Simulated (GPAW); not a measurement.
**Screening of a field by Li/Ni(100)**

How does Li/Ni(100) screen a perpendicular field?

Program: GPAW 26.7.0. Level of theory: GPAW, PAW setups; slab in vacuum, relaxation, in the first sound run; inputs show where later runs differ. Results are calculated unless marked as measured.

## Step 1: Set-up

The cell holds 5 atoms: 4 Ni and 1 Li. Its edges and angles: a = 2.489 Å, b = 2.489 Å, c = 21.256 Å, α = 90.0°, β = 90.0°, γ = 90.0°. Vacuum lies along c.

Structure file:

```cif
data_structure
_symmetry_space_group_name_H-M 'P 1'
_symmetry_Int_Tables_number 1
_cell_length_a 2.4890
_cell_length_b 2.4890
_cell_length_c 21.2558
_cell_angle_alpha 90.000
_cell_angle_beta 90.000
_cell_angle_gamma 90.000
_cell_volume 131.68
loop_
_atom_site_label
_atom_site_type_symbol
_atom_site_fract_x
_atom_site_fract_y
_atom_site_fract_z
_atom_site_occupancy
Ni1 Ni 0.50000 0.50000 0.32932 1
Ni2 Ni 0.00000 0.00000 0.41212 1
Ni3 Ni 0.50000 0.50000 0.49492 1
Ni4 Ni 0.00000 0.00000 0.57773 1
Li5 Li 0.50000 0.50000 0.67068 1
```

## Step 2: Relaxation

Forces are removed first; all later runs use this geometry. The lowest 2 atoms are held at bulk positions and keep their forces.

run.py

```python
import json
import numpy as np
from ase import Atoms
from ase.constraints import FixAtoms
from ase.optimize import BFGS
from gpaw import GPAW, PW

slab = Atoms(
    ['Ni', 'Ni', 'Ni', 'Ni', 'Li'],
    positions=[
        [1.24451, 1.24451, 7.00000],
        [0.00000, 0.00000, 8.76000],
        [1.24451, 1.24451, 10.52000],
        [0.00000, 0.00000, 12.28000],
        [1.24451, 1.24451, 14.25578]],
    cell=[[2.48902, 0.0, 0.0], [0.0, 2.48902, 0.0], [0.0, 0.0, 21.25578]],
    pbc=[True, True, False],
    magmoms=[0.7, 0.7, 0.7, 0.7, 0.0])

slab.calc = GPAW(mode=PW(400), xc='PBE', kpts={'size': (13, 13, 1), 'gamma': True},
                 occupations={'name': 'fermi-dirac', 'width': 0.1}, nbands='300%',
                 convergence={'density': 1e-05}, maxiter=200,
                 poissonsolver={'dipolelayer': 'xy'},
                 symmetry={'tolerance': 1e-3, 'extra_ids': [1, 1, 0, 0, 0]}, txt='slab.txt')
result = {}
slab.set_constraint(FixAtoms([0, 1]))
path = []
opt = BFGS(slab, maxstep=0.2)
opt.attach(lambda: path.append((slab.get_potential_energy(), slab.positions.tolist(), slab.get_forces().tolist())))
result['relaxed'] = bool(opt.run(fmax=0.03, steps=40))
result['path'] = path
energy = slab.get_potential_energy()
fermi = slab.calc.get_fermi_level()
v = slab.calc.get_electrostatic_potential().mean((0, 1)) - fermi
n = slab.calc.get_pseudo_density().mean((0, 1))
L = slab.cell[2, 2]
z = np.arange(len(v)) * L / len(v)
low, high = slab.positions[:, 2].min(), slab.positions[:, 2].max()
below, above = np.interp([low - 4.8, high + 4.8], z, v)
slopes = [np.interp(x, z, np.gradient(v, z)) for x in (low - 4.8, high + 4.8)]
eps = np.array([[slab.calc.get_eigenvalues(k, s) for k in range(len(slab.calc.get_ibz_k_points()))]
                for s in range(slab.calc.get_number_of_spins())]) - fermi
top, bottom = eps[eps < 0].max(), eps[eps > 0].min()
dipole = slab.get_dipole_moment()[2]
print(f'energy {energy:.4f} eV, Fermi level {fermi:.4f} eV, dipole {dipole:.5f} e A')
print(f'potential 4.8 A off the faces, from the Fermi level: lower {below:.4f} eV, upper {above:.4f} eV')
print(f'slope of the potential there: lower {slopes[0]:.5f}, upper {slopes[1]:.5f} eV/A')
print(f'nearest levels on the mesh: {top:.4f} and {bottom:.4f} eV')
print('magnetic moment', round(slab.get_magnetic_moment(), 3))
result.update(energy=energy, fermi=fermi, dipole=dipole, below=below, above=above, slopes=slopes, edges=[top, bottom],
              z=z.tolist(), v=v.tolist(), n=n.tolist(), positions=slab.positions.tolist(),
              forces=slab.get_forces(apply_constraint=False).tolist(), moments=slab.get_magnetic_moments().tolist())
json.dump(result, open('result.json', 'w'))
```

Command:

```sh
$ OMP_NUM_THREADS=1 OPENBLAS_NUM_THREADS=1 python run.py
```

Output:

```text
Step          Energy          fmax
BFGS:    0      -29.809566        0.364608
BFGS:    1      -29.813110        0.348909
BFGS:    2      -29.839626        0.121270
BFGS:    3      -29.840144        0.069438
BFGS:    4      -29.840305        0.068186
BFGS:    5      -29.842818        0.116661
BFGS:    6      -29.843314        0.118713
BFGS:    7      -29.844068        0.098926
BFGS:    8      -29.844440        0.060292
BFGS:    9      -29.844685        0.008083
energy -29.7319 eV, Fermi level 0.6697 eV, dipole 0.05195 e A
potential 4.8 A off the faces, from the Fermi level: lower 4.9381 eV, upper 3.4198 eV
slope of the potential there: lower -0.00047, upper 0.00397 eV/A
nearest levels on the mesh: -0.0220 and 0.0010 eV
magnetic moment 2.365
```

Elapsed: 89 min, on 1 thread of Arm Neoverse V2, shared host; peak memory 0.4 GiB.

Relaxation path:

```tsv
step	energy less that of the first step (eV)	largest force (eV/Å)
1	0.0000	0.3646
2	-0.0036	0.3489
3	-0.0303	0.1213
4	-0.0308	0.0694
5	-0.0310	0.0682
6	-0.0340	0.1167
7	-0.0346	0.1187
8	-0.0356	0.0989
9	-0.0361	0.0603
10	-0.0365	0.0081
```

The atoms that moved most (Å):

```tsv
atom	dx	dy	dz	length
Li5	0.000	0.000	-0.163	0.163
Ni3	0.000	0.000	0.024	0.024
Ni4	0.000	0.000	0.009	0.009
```

The relaxed structure:

```
Ni Li
1.0
     2.48902    0.00000    0.00000
     0.00000    2.48902    0.00000
     0.00000    0.00000   21.25578
Ni Li
4 1
Cartesian
  1.2445 1.2445 7.0000
  0.0000 0.0000 8.7600
  1.2445 1.2445 10.5443
  0.0000 0.0000 12.2895
  1.2445 1.2445 14.0926
```

This step gave:

```yaml
dipole_along_the_normal: 0.05195 e·Å
levels_nearest_the_fermi_level_on_the_mesh: -0.02205, 9.63e-4 eV from the Fermi level
upper_work_function: 3.420 eV
lower_work_function: 4.938 eV
site_moments: 0.7768, 0.6992, 0.6368, 0.4174, -0.01069 μB
sum_of_the_site_moments: 2.519 μB
```

The electrostatic potential energy of an electron (without an applied field's), less the Fermi level, planar mean by z:

```tsv
z (Å)	electrostatic potential energy of an electron (without an applied field's), less the Fermi level, planar mean (eV)
0.0	4.18
0.5	4.94
1.0	4.94
1.5	4.94
2.0	4.94
2.5	4.94
3.0	4.94
3.5	4.93
4.0	4.92
4.5	4.87
5.0	4.70
5.5	4.07
6.0	1.81
6.5	-6.01
7.0	-15.7
7.5	-6.48
8.0	-2.65
8.5	-12.5
9.0	-12.8
9.5	-2.76
10.0	-5.62
10.5	-15.7
11.0	-7.70
11.5	-2.55
12.0	-11.5
12.5	-13.2
13.0	-2.25
13.5	-0.625
14.0	-4.38
14.5	-2.82
15.0	0.387
15.5	2.08
16.0	2.87
16.5	3.20
17.0	3.34
17.5	3.39
18.0	3.41
18.5	3.42
19.0	3.42
19.5	3.42
20.0	3.42
20.5	3.42
21.0	3.66
```

Table of pseudo valence density, planar mean by z:

```tsv
z (Å)	pseudo valence density, planar mean (e/Å³)
3.5	1.9e-4
4.0	6.8e-4
4.5	0.00246
5.0	0.00900
5.5	0.0317
6.0	0.124
6.5	0.866
7.0	3.28
7.5	0.920
8.0	0.424
8.5	2.17
9.0	2.31
9.5	0.436
10.0	0.716
10.5	3.08
11.0	1.09
11.5	0.404
12.0	1.99
12.5	2.43
13.0	0.377
13.5	0.150
14.0	0.0675
14.5	0.0573
15.0	0.0355
15.5	0.0196
16.0	0.00969
16.5	0.00425
17.0	0.00170
17.5	6.8e-4
18.0	2.6e-4
```

Site moment by atom:

```tsv
atom	site moment (μB)
Ni1	0.777
Ni2	0.699
Ni3	0.637
Ni4	0.417
Li5	-0.011
```

The relaxation lowered the energy of the cell by 0.0365 eV (energies extrapolated to zero smearing; the optimiser's log prints free energies). The largest force left on a free atom is 0.0081 eV/Å.

## Step 3: Plane waves, PBE

The work function is the vacuum plateau of the electrostatic potential less the Fermi level; a dipole layer lets the two faces have plateaus of their own.

This step: GPAW, PAW setups; slab in vacuum (GPAW 26.7.0).

Changes to run.py since step 2:

```diff
@@ -3,4 +3,2 @@
 from ase import Atoms
-from ase.constraints import FixAtoms
-from ase.optimize import BFGS
 from gpaw import GPAW, PW
@@ -12,5 +10,5 @@
         [0.00000, 0.00000, 8.76000],
-        [1.24451, 1.24451, 10.52000],
-        [0.00000, 0.00000, 12.28000],
-        [1.24451, 1.24451, 14.25578]],
+        [1.24451, 1.24451, 10.54426],
+        [-0.00000, -0.00000, 12.28946],
+        [1.24451, 1.24451, 14.09261]],
     cell=[[2.48902, 0.0, 0.0], [0.0, 2.48902, 0.0], [0.0, 0.0, 21.25578]],
@@ -23,10 +21,4 @@
                  poissonsolver={'dipolelayer': 'xy'},
-                 symmetry={'tolerance': 1e-3, 'extra_ids': [1, 1, 0, 0, 0]}, txt='slab.txt')
+                 symmetry={'tolerance': 1e-3}, txt='slab.txt')
 result = {}
-slab.set_constraint(FixAtoms([0, 1]))
-path = []
-opt = BFGS(slab, maxstep=0.2)
-opt.attach(lambda: path.append((slab.get_potential_energy(), slab.positions.tolist(), slab.get_forces().tolist())))
-result['relaxed'] = bool(opt.run(fmax=0.03, steps=40))
-result['path'] = path
 energy = slab.get_potential_energy()
```

Output:

```text
energy -29.7319 eV, Fermi level 0.6697 eV, dipole 0.05194 e A
potential 4.8 A off the faces, from the Fermi level: lower 4.9382 eV, upper 3.4198 eV
slope of the potential there: lower -0.00047, upper 0.00396 eV/A
nearest levels on the mesh: -0.0221 and 0.0010 eV
magnetic moment 2.365
```

Wall time 14 min (1 thread); peak memory 0.4 GiB.

This step gave:

```yaml
dipole_along_the_normal: 0.05194 e·Å
levels_nearest_the_fermi_level_on_the_mesh: -0.02205, 9.51e-4 eV from the Fermi level
site_moments: 0.7768, 0.6992, 0.6368, 0.4174, -0.01070 μB
```

Table of electrostatic potential energy of an electron (without an applied field's), less the Fermi level, planar mean by z:

z (Å), electrostatic potential energy of an electron (without an applied field's), less the Fermi level, planar mean (eV) and a bar from the least value:
```
      0.0        4.2 #############################
      0.5        4.9 ##############################
      1.0        4.9 ##############################
      1.5        4.9 ##############################
      2.0        4.9 ##############################
      2.5        4.9 ##############################
      3.0        4.9 ##############################
      3.5        4.9 ##############################
      4.0        4.9 ##############################
      4.5        4.9 ##############################
      5.0        4.7 ##############################
      5.5        4.1 #############################
      6.0        1.8 #########################
      6.5       -6.0 ##############
      7.0      -15.7 
      7.5       -6.5 #############
      8.0       -2.7 ###################
      8.5      -12.5 #####
      9.0      -12.8 ####
      9.5       -2.8 ###################
     10.0       -5.6 ###############
     10.5      -15.7 
     11.0       -7.7 ############
     11.5       -2.6 ###################
     12.0      -11.5 ######
     12.5      -13.2 ####
     13.0       -2.2 ####################
     13.5       -0.6 ######################
     14.0       -4.4 ################
     14.5       -2.8 ###################
     15.0        0.4 #######################
     15.5        2.1 ##########################
     16.0        2.9 ###########################
     16.5        3.2 ###########################
     17.0        3.3 ############################
     17.5        3.4 ############################
     18.0        3.4 ############################
     18.5        3.4 ############################
     19.0        3.4 ############################
     19.5        3.4 ############################
     20.0        3.4 ############################
     20.5        3.4 ############################
     21.0        3.7 ############################
```

The pseudo valence density, planar mean oscillates, so the rows of the table below give means over windows of 1.7 Å about each position, cut where the curve ends. Its maxima inside the range that stand out by 2 % of the span (Å: e/Å³): 7.0: 3.34, 8.7: 3.30, 10.6: 3.20, 12.3: 3.31. Its minima: 7.9: 0.371, 9.6: 0.370, 11.5: 0.383.

The pseudo valence density, planar mean by z; means over each step:

```tsv
z (Å)	pseudo valence density, planar mean (e/Å³)
2.55	3.3e-5
4.25	0.00260
5.95	0.413
7.65	1.43
9.35	1.42
11.05	1.48
12.75	1.35
14.45	0.0597
16.15	0.00959
17.85	5.2e-4
19.55	1.9e-5
```

Force by atom:

```tsv
atom	x (eV/Å)	y (eV/Å)	z (eV/Å)	size
Ni1	0.000	0.000	0.268	0.268
Ni2	0.000	0.000	-0.262	0.262
Ni3	0.000	0.000	-0.007	0.007
Ni4	0.000	0.000	-0.007	0.007
Li5	0.000	0.000	0.008	0.008
```

The potential is flat to 0.004 eV/Å where it is read, so the vacuum is wide enough.

## Step 4: In a field

A uniform field along the normal polarises the slab; the atoms stay fixed, so this is the electronic response alone.

Changes to run.py since step 3:

```diff
@@ -4,2 +4,3 @@
 from gpaw import GPAW, PW
+from gpaw.external import ConstantElectricField
 
@@ -21,2 +22,3 @@
                  poissonsolver={'dipolelayer': 'xy'},
+                 external=ConstantElectricField(-0.2, [0, 0, 1]),
                  symmetry={'tolerance': 1e-3}, txt='slab.txt')
```

Output:

```text

```

The job ended after 46 min (1 thread; peak memory 0.87 GiB).

The run was cut off at its time limit.

## Step 5: In a field

Changes to run.py since step 4:

```diff
@@ -22,3 +22,3 @@
                  poissonsolver={'dipolelayer': 'xy'},
-                 external=ConstantElectricField(-0.2, [0, 0, 1]),
+                 external=ConstantElectricField(-0.1, [0, 0, 1]),
                  symmetry={'tolerance': 1e-3}, txt='slab.txt')
```

Output:

```text

```

Run time: 46 min. Hardware: 1 thread; peak memory 0.87 GiB.

The run was cut off at its time limit.

## Step 6: In a field

Changes to run.py since step 5:

```diff
@@ -22,3 +22,3 @@
                  poissonsolver={'dipolelayer': 'xy'},
-                 external=ConstantElectricField(-0.1, [0, 0, 1]),
+                 external=ConstantElectricField(-0.05, [0, 0, 1]),
                  symmetry={'tolerance': 1e-3}, txt='slab.txt')
```

Output:

```text

```

It took 30 min on 1 thread; peak memory 0.87 GiB.

The run was cut off at its time limit.

## Step 7: In a field

Changes to run.py since step 6:

```diff
@@ -22,3 +22,3 @@
                  poissonsolver={'dipolelayer': 'xy'},
-                 external=ConstantElectricField(-0.05, [0, 0, 1]),
+                 external=ConstantElectricField(0.05, [0, 0, 1]),
                  symmetry={'tolerance': 1e-3}, txt='slab.txt')
```

Output:

```text

```

Run time: 16 min. Hardware: 1 thread; peak memory 0.87 GiB.

The run was cut off at its time limit.

## Step 8: Field on

Changes to run.py since step 7:

```diff
@@ -22,3 +22,3 @@
                  poissonsolver={'dipolelayer': 'xy'},
-                 external=ConstantElectricField(0.05, [0, 0, 1]),
+                 external=ConstantElectricField(0.1, [0, 0, 1]),
                  symmetry={'tolerance': 1e-3}, txt='slab.txt')
```

Output:

```text

```

The job ended after 20 s (1 thread; peak memory 0.85 GiB).

The run was cut off at its time limit.

## Step 9: Field on

Changes to run.py since step 8:

```diff
@@ -22,3 +22,3 @@
                  poissonsolver={'dipolelayer': 'xy'},
-                 external=ConstantElectricField(0.1, [0, 0, 1]),
+                 external=ConstantElectricField(0.2, [0, 0, 1]),
                  symmetry={'tolerance': 1e-3}, txt='slab.txt')
```

Output:

```text

```

Run time: 20 s. Hardware: 1 thread; peak memory 0.84 GiB.

The run was cut off at its time limit.

## Step 10: Field on

Changes to run.py since step 9:

```diff
@@ -22,3 +22,3 @@
                  poissonsolver={'dipolelayer': 'xy'},
-                 external=ConstantElectricField(0.2, [0, 0, 1]),
+                 external=ConstantElectricField(0.3, [0, 0, 1]),
                  symmetry={'tolerance': 1e-3}, txt='slab.txt')
```

Output:

```text

```

Wall time 20 s (1 thread); peak memory 0.85 GiB.

The run was cut off at its time limit.

## Step 11: Summary of results

```
work function, upper and lower face : 3.420 and 4.938 eV
dipole along the normal             : 0.0519 e Å
```

What this shows: With plane waves and PBE the work function is 3.42 eV on the upper face and 4.94 eV on the lower. The two faces differ by 1.5 eV, the step that the slab's dipole makes (e p/(ε0 A) gives 1.5 eV), so the dipole layer is needed. The cell of 6.20 Å² holds one Li, started on one chosen site; other sites and coverages weren't tried. One magnetic start was tried; another order may lie lower. The in-plane lattice was kept as typed, which isn't the functional's own and leaves some strain; spin-orbit coupling and temperature are left out.

[Logs are printed without paths, hosts, clocks, repeated set-up lines and the standing remarks that a program may print on its own settings, such as how far it seeks lower states.]

[Hosts, paths, dates, database ids (printed as entryN), source tags and the programs' standing remarks are cut or masked in the printed files.]
